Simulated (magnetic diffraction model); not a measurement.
## Magnetic neutron pattern of BaDyCuMo3

Space group Cmcm (no. 63), a = 3.9710 Å, b = 13.4830 Å, c = 10.2180 Å.

| site | atom | x | y | z |
| --- | --- | --- | --- | --- |
| 4b | Dy | 1/2 | 0 | 1/2 |
| 4c | Ba | 1/2 | 0.2479 | 1/4 |
| 4c | Mo | 1/2 | 0.0667 | 3/4 |
| 8f | Mo | 1/2 | 0.3610 | 0.5571 |
| 4c | Cu | 1/2 | 0.4652 | 3/4 |

This is a made-up structure (elements placed in a structure type, unrelaxed), so the numbers test the method and describe no known phase.

Only Dy is taken to order (form factors of Dy3+); orders and moment sizes are assumed, and not adapted to the symmetry. Radiation: neutrons of λ = 2.0775 Å (absorption by Dy left out), 5° to 50°; isotropic B of 0.29 Å² (Dy), 0.32 Å² (Ba), 0.38 Å² (Mo) and 0.51 Å² (Cu). The intensities are simulated: I ∝ L Σ (|F_N|² + |F_M⊥|²) for unpolarised neutrons, with F_M = 2.695 fm/μB × Σ f(s) S exp(2πi Q·r) exp(−B s²) at Q = H ± k (one set where k and −k are equivalent), only the part normal to Q counting and L = 1/(sin²θ cos θ). For collinear order S is the moment m, which repeats by lattice and centring translations R with the sign exp(−2πi k·R). Form factors are spin-only for 3d ions and dipole or tabulated for f ions, scattering lengths are Sears's of 1992, and absorption is left out. A label names one of the reflections at its angle. The strongest nuclear line in the range is 100, and lines under 0.2 are left out.

Assume the order k = (1 0 0), collinear moments along [010], 1.89 μB on Dy; signs + at (1/2, 0, 1/2), − at (1/2, 0, 0).

Q: Where does magnetic intensity appear, and how strong is it?

| 2θ (°) | index | nuclear | magnetic |
| --- | --- | --- | --- |
| 14.66 | (0 1 1) | 0.0 | 8.4 |
| 17.73 | (0 2 0) | 79.9 | 0.0 |
| 21.27 | (0 2 1) | 2.4 | 0.0 |
| 23.46 | (0 0 2) | 6.0 | 0.0 |
| 29.25 | (0 3 1) | 0.0 | 0.5 |
| 29.56 | (0 2 2) | 10.3 | 0.0 |
| 31.65 | (1 1 0) | 5.8 | 0.0 |
| 32.60 | (1 0 1) | 0.0 | 2.5 |
| 33.84 | (1 1 1) | 1.8 | 0.0 |
| 35.90 | (0 4 0) | 8.7 | 0.0 |
| 36.67 | (0 1 3) | 0.0 | 1.8 |
| 37.34 | (1 2 1) | 0.0 | 2.8 |
| 37.87 | (0 4 1) | 0.6 | 0.0 |
| 39.77 | (1 1 2) | 21.3 | 0.0 |
| 39.96 | (0 2 3) | 13.4 | 0.0 |
| 40.86 | (1 3 0) | 43.6 | 0.0 |
| 42.64 | (1 3 1) | 46.5 | 0.0 |
| 43.33 | (0 4 2) | 0.2 | 0.0 |
| 45.00 | (0 3 3) | 0.0 | 0.8 |
| 47.38 | (1 0 3) | 0.0 | 1.1 |
| 47.65 | (1 3 2) | 100.0 | 0.0 |
| 47.99 | (0 0 4) | 40.3 | 0.0 |
| 48.30 | (1 1 3) | 10.3 | 0.0 |
| 49.27 | (1 4 1) | 0.0 | 0.9 |

The strongest magnetic line in the range is (0 1 1) at 14.66° (8.4). On top of the Lorentz factor, which all lines share, magnetic lines fade with angle because f falls: for Dy3+ it is 0.96, 0.84, 0.69 and 0.41 at sin θ/λ = 0.1, 0.2, 0.3 and 0.5 Å⁻¹, while nuclear lengths stay constant. The order has no net moment.
